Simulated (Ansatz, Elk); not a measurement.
**Zr2BAs: X-ray structure factors from the self-consistent density**

The structure of Zr2BAs used here is made up (a known structure type with other elements) and was relaxed beforehand with PBEsol. The aim is the Fourier transform of its all-electron density, F(hkl), set beside the sum over free spherical atoms that refinements use.

Program: Elk 11.2.3 (patched build). Level of theory: DFT, PBE, all-electron APW+lo, Dirac cores, scalar-relativistic bands, static density, no spin. Results are calculated unless marked as measured.

The structure was built from a prototype and need not be the compound's stable phase.

## Step 1: Starting point

Symmetry: R-3m, No. 166, trigonal system. Conventional cell: a = 3.558 Å, b = 3.558 Å, c = 18.429 Å, α = 90.00°, β = 90.00°, γ = 120.00°. Zr has 3 B at 2.45 Å and 3 As at 2.69 Å nearest. Nearest to As lie 6 Zr at 2.69 Å. Nearest to B lie 6 Zr at 2.45 Å. Farther neighbours are not listed.

## Step 2: Ground state and structure factors

An all-electron density is needed, since X-rays see the cores too. Task 0 finds the density and task 195 Fourier-transforms it; tshift is off so that phases refer to the origin typed.

elk.in

```
tasks
  0
  195

xctype
  20

spinpol
  .false.

rgkmax
  7.0

gmaxvr
  14.0

lmaxo
  7

lmaxapw
  8

swidth
  0.002

tshift
  .false.

ramdisk
  .false.

hmaxvr
  5.5

maxscl
  120

epspot
  1e-06

sppath
  './'

avec
  3.36212051315 1.94112118297 11.60883664967
  -3.36212051315 1.94112118297 11.60883664967
  0.00000000000 -3.88224236697 11.60883664950

atoms
  3
  'Zr.in'
  2
  0.2609193262 0.2609193262 0.2609193262   0.000000 0.000000 0.000000
  0.7390806738 0.7390806738 0.7390806738   0.000000 0.000000 0.000000
  'As.in'
  1
  0.5000000000 0.5000000000 0.5000000000   0.000000 0.000000 0.000000
  'B.in'
  1
  -0.0000000000 -0.0000000000 -0.0000000000   0.000000 0.000000 0.000000

ngridk
  7 7 7
```

On the command line:

```bash
OMP_NUM_THREADS=4 elk
```

Numbers of over 12 decimals in the logs are rounded to 6 here.

Log:

```text
┌─────────────────────────┐
│ Elk code version 11.2.3 │
└─────────────────────────┘

All units are atomic (Hartree, Bohr, etc.)

┌─────────────────────────────────────────────────┐
│ Ground-state run starting from atomic densities │
└─────────────────────────────────────────────────┘

Lattice vectors :
   3.362120513       1.941121183       11.60883665
  -3.362120513       1.941121183       11.60883665
   0.000000000      -3.882242367       11.60883665

Reciprocal lattice vectors :
  0.9344081038      0.5394807703      0.1804138662
 -0.9344081038      0.5394807703      0.1804138662
 -0.8246019112E-17  -1.078961541      0.1804138662

Unit cell volume      :    454.5753440
Brillouin zone volume :   0.5456745878

Muffin-tin inner radius fraction :   0.1000000000E-01

Nuclei treated as point charges

Species : 1 (Zr)
 parameters loaded from : Zr.in
 name : zirconium
 nuclear charge    :   -40.00000000
 electronic charge :    40.00000000
 atomic mass :    166291.1793
 muffin-tin radius :    2.600000000
 number of radial points in muffin-tin :   1193
 inner part over the whole radius :   0.9967875514E-02
 number on inner part of muffin-tin    :    848
 approximate nuclear radius :   0.8202877663E-04
 number of mesh points to nuclear radius :    417
 atomic positions (lattice), magnetic fields (Cartesian) :
  1 :   0.26091933  0.26091933  0.26091933    0.00000000  0.00000000  0.00000000
  2 :  -0.26091933 -0.26091933 -0.26091933    0.00000000  0.00000000  0.00000000

Species : 2 (As)
 parameters loaded from : As.in
 name : arsenic
 nuclear charge    :   -33.00000000
 electronic charge :    33.00000000
 atomic mass :    136573.7220
 muffin-tin radius :    2.400000000
 number of radial points in muffin-tin :    993
 inner part over the whole radius :   0.9862024899E-02
 number on inner part of muffin-tin    :    702
 approximate nuclear radius :   0.7712558785E-04
 number of mesh points to nuclear radius :    341
 atomic positions (lattice), magnetic fields (Cartesian) :
  1 :   0.50000000  0.50000000  0.50000000    0.00000000  0.00000000  0.00000000

Species : 3 (B)
 parameters loaded from : B.in
 name : boron
 nuclear charge    :   -5.000000000
 electronic charge :    5.000000000
 atomic mass :    19707.24742
 muffin-tin radius :    1.800000000
 number of radial points in muffin-tin :    593
 inner part over the whole radius :   0.9957276294E-02
 number on inner part of muffin-tin    :    405
 approximate nuclear radius :   0.4534157419E-04
 number of mesh points to nuclear radius :    161
 atomic positions (lattice), magnetic fields (Cartesian) :
  1 :   0.00000000  0.00000000  0.00000000    0.00000000  0.00000000  0.00000000

Total number of atoms per unit cell :    4
Total muffin-tin volume :    229.5792135
 ratio of muffin-tin to unit cell volume :   0.5050410600

Spin treatment :
 spin-unpolarised

Number of Bravais lattice symmetries :   12
Number of crystal symmetries         :   12
Crystal has inversion symmetry
Real symmetric eigensolver will be used

k-point grid :      7     7     7
k-point offset :    0.000000000       0.000000000       0.000000000
k-point set is reduced with full crystal symmetry group
Total number of k-points :       44

Muffin-tin radius times maximum |G+k| :    7.000000000
 using average radius
Maximum |G+k| for APW functions       :    2.978723404
Maximum (1/2)|G+k|²                   :    4.436396560
Maximum |G| for potential and density :    14.00000000
Constant for pseudocharge density :    9
 order of it for each species :   16  16  16
 order of it for pair densities of each species (exact exchange by exxq0 0: 17) :   12  10   4
Radial integration step length :    1

G-vector grid sizes :     56    56    56
Number of G-vectors :    21045

Maximum angular momentum used for
 APW functions            :    8
 outer part of muffin-tin :    7
 inner part of muffin-tin :    2

Total nuclear charge    :   -118.0000000
Total core charge       :    76.00000000
Total valence charge    :    42.00000000
[...]
correlation                 :     -5.902530
 electron entropic           :    -0.45264262910408E-03
 total energy                :     -9485.5982825055

Density of states at Fermi energy :    36.53016428
 (states/Hartree/unit cell)

Estimated indirect band gap :   0.1567254419E-02
 from k-point 34 to k-point 20
Estimated direct band gap   :   0.1916204823E-01
 at k-point 2

Charges :
 core                        :    76.00000000
 valence                     :    42.00000000
 interstitial                :    6.347004239
 muffin-tins (core leakage)
  species : 1 (Zr)
   atom 1                    :    37.68766872     (  0.2693157505E-05)
   atom 2                    :    37.68766872     (  0.2693157505E-05)
  species : 2 (As)
[...]
species : 3 (B)
[...]
total in muffin-tins        :    111.6529958
 total calculated charge     :    117.9977753
 total charge                :    118.0000000
 error                       :   0.2224658143E-02

RMS change in Kohn-Sham potential (target) :    1.961900037     (  0.1000000000E-05)
Absolute change in total energy (target)   :   0.1354969945     (  0.1000000000E-03)

[... loops 3 to 16 left out ...]

┌──────────────────┐
│ Loop number : 17 │
└──────────────────┘

Energies :
 Fermi                       :     0.332296
 sum of occupied eigenvalues :     -5573.1304455727
 electron kinetic            :      9774.9373205075
 core electron kinetic       :      9452.5767994351
 Coulomb                     :     -18942.697347701
 Coulomb potential           :     -14935.579961399
 nuclear-nuclear             :     -1169.0085270688
 electron-nuclear            :     -20639.012143835
 Hartree                     :      2865.3233232033
 Madelung                    :     -11474.907367001
 xc potential                :     -412.48780468103
 exchange                    :     -310.82132124141
 correlation                 :     -5.918605
 electron entropic           :    -0.47935560365537E-03
 total energy                :     -9484.5004330241

Density of states at Fermi energy :    35.27497683
 (states/Hartree/unit cell)

Estimated indirect band gap :   0.3631057418E-02
 from k-point 34 to k-point 38
Estimated direct band gap   :   0.1037954458E-01
 at k-point 18

Charges :
 core                        :    76.00000000
 valence                     :    42.00000000
 interstitial                :    6.256783200
 muffin-tins (core leakage)
  species : 1 (Zr)
[...]
species : 2 (As)
[...]
species : 3 (B)
[...]
total in muffin-tins        :    111.7432168
 total calculated charge     :    117.9980526
 total charge                :    118.0000000
 error                       :   0.1947417854E-02

RMS change in Kohn-Sham potential (target) :   0.4406595007E-06 (  0.1000000000E-05)
Absolute change in total energy (target)   :   0.2431892426E-05 (  0.1000000000E-03)

Convergence targets achieved

┌──────────────────┐
│ Loop number : 18 │
└──────────────────┘

Energies :
 Fermi                       :     0.332296
 sum of occupied eigenvalues :     -5573.1304457355
 electron kinetic            :      9774.9373173672
 core electron kinetic       :      9452.5767955469
 Coulomb                     :     -18942.697345255
 Coulomb potential           :     -14935.579958878
 nuclear-nuclear             :     -1169.0085270688
 electron-nuclear            :     -20639.012141551
 Hartree                     :      2865.3233233646
 Madelung                    :     -11474.907365816
 xc potential                :     -412.48780422431
 exchange                    :     -310.82132120691
 correlation                 :     -5.918605
 electron entropic           :    -0.47935555183856E-03
 total energy                :     -9484.5004336824

Density of states at Fermi energy :    35.27497179
 (states/Hartree/unit cell)

Estimated indirect band gap :   0.3631058512E-02
 from k-point 34 to k-point 38
Estimated direct band gap   :   0.1037954321E-01
 at k-point 18

Charges :
 core                        :    76.00000000
 valence                     :    42.00000000
 interstitial                :    6.256783098
 muffin-tins (core leakage)
  species : 1 (Zr)
[...]
atom 2                    :    38.02056995     (  0.2561611918E-05)
  species : 2 (As)
   atom 1                    :    31.78426764     (  0.1467024137E-03)
  species : 3 (B)
   atom 1                    :    3.917809371     (  0.6856406343E-04)
 total in muffin-tins        :    111.7432169
 total calculated charge     :    117.9980526
 total charge                :    118.0000000
 error                       :   0.1947417876E-02

┌──────────────────────────────┐
│ Self-consistent loop stopped │
└──────────────────────────────┘

Warning : core states of species 2 leak from the muffin-tin :   0.1467024137E-03

Wrote STATE.OUT
```

Run time: 32 s. Hardware: 4 threads of Arm Neoverse V1, shared host; peak memory 0.17 GiB; 90 s of CPU time.

SFACRHO.OUT:

```text

h k l indices transformed by vhmat matrix:
   1.000000000       0.000000000       0.000000000    
   0.000000000       1.000000000       0.000000000    
   0.000000000       0.000000000       1.000000000    

      h      k      l  multipl.   |H|            Re(F)            Im(F)           |F|

      0      0      0      1   0.0000000       118.00000      0.60523570E-17   118.00000    
      1      1      1      2  0.54124160      -11.398279      0.88347314E-14   11.398279    
     -2     -2     -2      2   1.0824832      -29.353046      0.17432219E-13   29.353046    
      0      0     -1      6   1.0939411      -28.949486      0.84956177E-14   28.949486    
     -1      0     -1      6   1.1376971      -33.888007     -0.16839530E-13   33.888007    
     -1     -2     -1      6   1.2980542       90.075236     -0.33312091E-13   90.075236    
      2      1      2      6   1.4063737      -43.710438      0.14272572E-13   43.710438    
     -3     -3     -3      2   1.6237248      -56.013273      0.59728728E-13   56.013273    
      3      2      2      6   1.6610439       4.8576954     -0.65110146E-13   4.8576954    
     -3     -3     -2      6   1.8020279       73.871333     -0.60749329E-13   73.871333    
      0      1     -1      6   1.8688162       80.995782     -0.51976925E-15   80.995782    
      0     -1     -2     12   1.9456147      -9.6755870     -0.80593604E-14   9.6755870    
      4      3      3      6   2.1021594      -17.179547      0.51814871E-13   17.179547    
      2      1      3     12   2.1596861      -24.379511     -0.15752895E-13   24.379511    
      4      4      4      2   2.1649664       59.149717     -0.31744604E-13   59.149717    
     -1      1     -1      6   2.1654517      -23.521766      0.68869042E-14   23.521766    
      0      0     -2      6   2.1878822      -28.076083     -0.14814867E-13   28.076083    
      4      4      3      6   2.2588950       15.507119     -0.47432440E-13   15.507119
```

Elk indexes on the primitive cell of elk.in and gives |H| = 4π sin θ/λ in inverse bohr. Below, one row stands for each form hkl of the conventional cell (m members, Friedel mates merged), F is for one primitive cell and the density is static (no thermal factor). Free-atom factors are Waasmaier and Kirfel's, and R is Σm||F|−|F'||/Σm|F|.

```csv
hkl,m,sin θ/λ (Å⁻¹),"abs F, DFT",neutral atoms,diff.
003,2,0.081,11.398,11.630,-0.231
006,2,0.163,29.353,29.792,-0.439
101,6,0.165,28.950,29.084,-0.135
012,6,0.171,33.888,34.371,-0.483
104,6,0.195,90.075,89.973,+0.102
015,6,0.211,43.710,43.954,-0.244
009,2,0.244,56.013,56.355,-0.341
107,6,0.250,4.858,4.827,+0.031
018,6,0.271,73.871,74.068,-0.197
110,6,0.281,80.996,81.161,-0.165
113,12,0.293,9.676,9.762,-0.086
1 0 10,6,0.316,17.180,16.833,+0.346
116,12,0.325,24.380,24.093,+0.287
0 0 12,2,0.326,59.150,59.326,-0.176
```

## Step 3: The highest occupied states alone

An energy window below the Fermi level keeps the highest occupied states, to see at which angles they scatter; shallow core shells can lie inside it and anion s states outside. No new self-consistency is needed.

Edit elk.in of step 2 so:

```diff
@@ -1,3 +1,2 @@
 tasks
-  0
   195
@@ -40,2 +39,5 @@
 
+wsfac
+  -0.035200 0.632300
+
 sppath
```

On the command line:

```bash
OMP_NUM_THREADS=4 elk
```

Log:

```text
┌─────────────────────────────────┐
│ Elk code version 11.2.3 started │
└─────────────────────────────────┘

Info(readinput): the functional depends on the density's gradient
 muffin-tin radial points multiplied by    2.00000
 (not where nrmtscf is given)

┌────────────────────┐
│ Current task : 195 │
└────────────────────┘

Info(sfacrho): density structure factors written to SFACRHO.OUT

 Energy window :  -0.3520000000E-01  0.6323000000

┌──────────────────┐
│ Elk code stopped │
└──────────────────┘
```

Wall time 8.4 s (4 threads); peak memory 0.16 GiB; 11 s of CPU time.

States within 10 eV below the Fermi level hold 14.00 electrons; any levels below the window count with the cores. Their amplitudes can exceed the total, where window and core parts have opposite phase:

```csv
hkl,sin θ/λ (Å⁻¹),"abs F, window","abs F, all"
003,0.081,1.364,11.398
006,0.163,1.218,29.353
101,0.165,0.438,28.950
012,0.171,1.102,33.888
104,0.195,2.135,90.075
015,0.211,0.356,43.710
009,0.244,0.331,56.013
107,0.250,0.495,4.858
018,0.271,0.390,73.871
110,0.281,0.352,80.996
```

## Step 4: Another functional

The difference from free atoms is small, so it is set against the change that LDA (Perdew-Wang) makes.

Edit elk.in of step 3 so:

```diff
@@ -1,2 +1,3 @@
 tasks
+  0
   195
@@ -4,3 +5,3 @@
 xctype
-  20
+  3
 
@@ -39,5 +40,2 @@
 
-wsfac
-  -0.035200 0.632300
-
 sppath
```

On the command line:

```bash
OMP_NUM_THREADS=4 elk
```

Log:

```text
┌─────────────────────────┐
│ Elk code version 11.2.3 │
└─────────────────────────┘

All units are atomic (Hartree, Bohr, etc.)

┌─────────────────────────────────────────────────┐
│ Ground-state run starting from atomic densities │
└─────────────────────────────────────────────────┘

Lattice vectors :
   3.362120513       1.941121183       11.60883665
  -3.362120513       1.941121183       11.60883665
   0.000000000      -3.882242367       11.60883665

Reciprocal lattice vectors :
  0.9344081038      0.5394807703      0.1804138662
[...]
muffin-tins (core leakage)
  species : 1 (Zr)
[...]
species : 2 (As)
   atom 1                    :    31.79386237     (  0.1448007510E-03)
  species : 3 (B)
   atom 1                    :    3.911563416     (  0.7100956794E-04)
 total in muffin-tins        :    111.7823161
 total calculated charge     :    117.9980669
 total charge                :    118.0000000
 error                       :   0.1933124218E-02

┌──────────────────────────────┐
│ Self-consistent loop stopped │
└──────────────────────────────┘

Warning : core states of species 2 leak from the muffin-tin :   0.1448007510E-03

Wrote STATE.OUT
[key lines of the parts left out:]
total energy                :     -9473.4452735165
```

It took 21 s on 4 threads; peak memory 0.16 GiB.

Against the first run R = 0.06 %; the largest change is -0.034 at 1 1 27.

## Step 5: Basis size

A smaller basis shows how fast F responds to it; the change is likely larger than the basis error of the first run, but doesn't show convergence.

Edit elk.in of step 4 so:

```diff
@@ -5,3 +5,3 @@
 xctype
-  3
+  20
 
@@ -11,3 +11,3 @@
 rgkmax
-  7.0
+  5.5
```

On the command line:

```bash
OMP_NUM_THREADS=4 elk
```

Log:

```text
┌─────────────────────────┐
│ Elk code version 11.2.3 │
└─────────────────────────┘

All units are atomic (Hartree, Bohr, etc.)

┌─────────────────────────────────────────────────┐
│ Ground-state run starting from atomic densities │
└─────────────────────────────────────────────────┘

Lattice vectors :
   3.362120513       1.941121183       11.60883665
  -3.362120513       1.941121183       11.60883665
   0.000000000      -3.882242367       11.60883665

Reciprocal lattice vectors :
  0.9344081038      0.5394807703      0.1804138662
[...]
muffin-tins (core leakage)
  species : 1 (Zr)
[...]
species : 2 (As)
   atom 1                    :    31.76921666     (  0.1471951122E-03)
  species : 3 (B)
   atom 1                    :    3.883631905     (  0.6817393265E-04)
 total in muffin-tins        :    111.6243951
 total calculated charge     :    117.9987664
 total charge                :    118.0000000
 error                       :   0.1233642762E-02

┌──────────────────────────────┐
│ Self-consistent loop stopped │
└──────────────────────────────┘

Warning : core states of species 2 leak from the muffin-tin :   0.1471951122E-03

Wrote STATE.OUT
[key lines of the parts left out:]
total energy                :     -9484.4455402676
```

It took 32 s on 4 threads; peak memory 0.16 GiB.

Against the first run R = 0.02 %; the largest change is +0.050 at 024.

## Step 6: A coarser k-mesh

About half the k-points along each axis test the sampling.

Edit elk.in of step 5 so:

```diff
@@ -11,3 +11,3 @@
 rgkmax
-  5.5
+  7.0
 
@@ -62,2 +62,2 @@
 ngridk
-  7 7 7
+  4 4 4
```

On the command line:

```bash
OMP_NUM_THREADS=4 elk
```

Log:

```text
┌─────────────────────────┐
│ Elk code version 11.2.3 │
└─────────────────────────┘

All units are atomic (Hartree, Bohr, etc.)

┌─────────────────────────────────────────────────┐
│ Ground-state run starting from atomic densities │
└─────────────────────────────────────────────────┘

Lattice vectors :
   3.362120513       1.941121183       11.60883665
  -3.362120513       1.941121183       11.60883665
   0.000000000      -3.882242367       11.60883665

Reciprocal lattice vectors :
  0.9344081038      0.5394807703      0.1804138662
[...]
muffin-tins (core leakage)
  species : 1 (Zr)
[...]
species : 2 (As)
   atom 1                    :    31.78386645     (  0.1466857620E-03)
  species : 3 (B)
   atom 1                    :    3.918942392     (  0.6858152610E-04)
 total in muffin-tins        :    111.7430595
 total calculated charge     :    117.9980250
 total charge                :    118.0000000
 error                       :   0.1975046999E-02

┌──────────────────────────────┐
│ Self-consistent loop stopped │
└──────────────────────────────┘

Warning : core states of species 2 leak from the muffin-tin :   0.1466857620E-03

Wrote STATE.OUT
[key lines of the parts left out:]
total energy                :     -9484.4968709991
```

The job ended after 20 s (4 threads; peak memory 0.17 GiB).

Against the first run R = 0.00 %; the largest change is +0.010 at 0 0 12.

## Step 7: Settings against the effect

```csv
run,R against the first run (%),"R against neutral atoms, low angle (%)",wall time
"PBE, rgkmax 7",0.00,0.46,32 s
LDA (Perdew-Wang),0.06,0.45,21 s
rgkmax 5.5,0.02,0.44,32 s
k-mesh 4×4×4,0.00,0.46,20 s
```

## Step 8: Results

```yaml
r_against_neutral_atoms_sin_theta_lambda_0p3_a_minus1: 0.46 %
r_against_neutral_atoms_0p3_to_0p82_a_minus1: 0.21 %
```

What this shows: Independent neutral atoms miss the calculated amplitudes by R = 0.46 % below 0.3 Å⁻¹ and 0.21 % from there to 0.82 Å⁻¹; by shells, 2.03 % below 0.15 Å⁻¹ (1 form), 0.44 % 0.15 to 0.3 (10 forms), 0.32 % 0.3 to 0.45 (20 forms), 0.19 % above 0.45 (118 forms). Bonding, aspherical density and the tables' own atoms all enter these figures, and the runs don't part them. The largest change of an amplitude is -0.48 electrons, at 012. The window's part falls from 14.0 electrons at the origin to at most 0.12 between 0.45 and 0.82 Å⁻¹. Below 0.3 Å⁻¹ the changes that finished (LDA (Perdew-Wang), rgkmax 5.5 and k-mesh 4×4×4) move F by R = 0.05 % at most, against the 0.46 % that separates it from free atoms. Part of the difference isn't bonding: the tables are fits to free atoms and ions calculated by other methods than this functional. Thermal motion, anomalous dispersion and extinction are left out.

[Logs are printed without paths, hosts, clocks, repeated set-up lines and the standing remarks that a program may print on its own settings, such as how far it seeks lower states.]

[Hosts, paths, dates, database ids (printed as entryN), source tags and the programs' standing remarks are cut or masked in the printed files.]
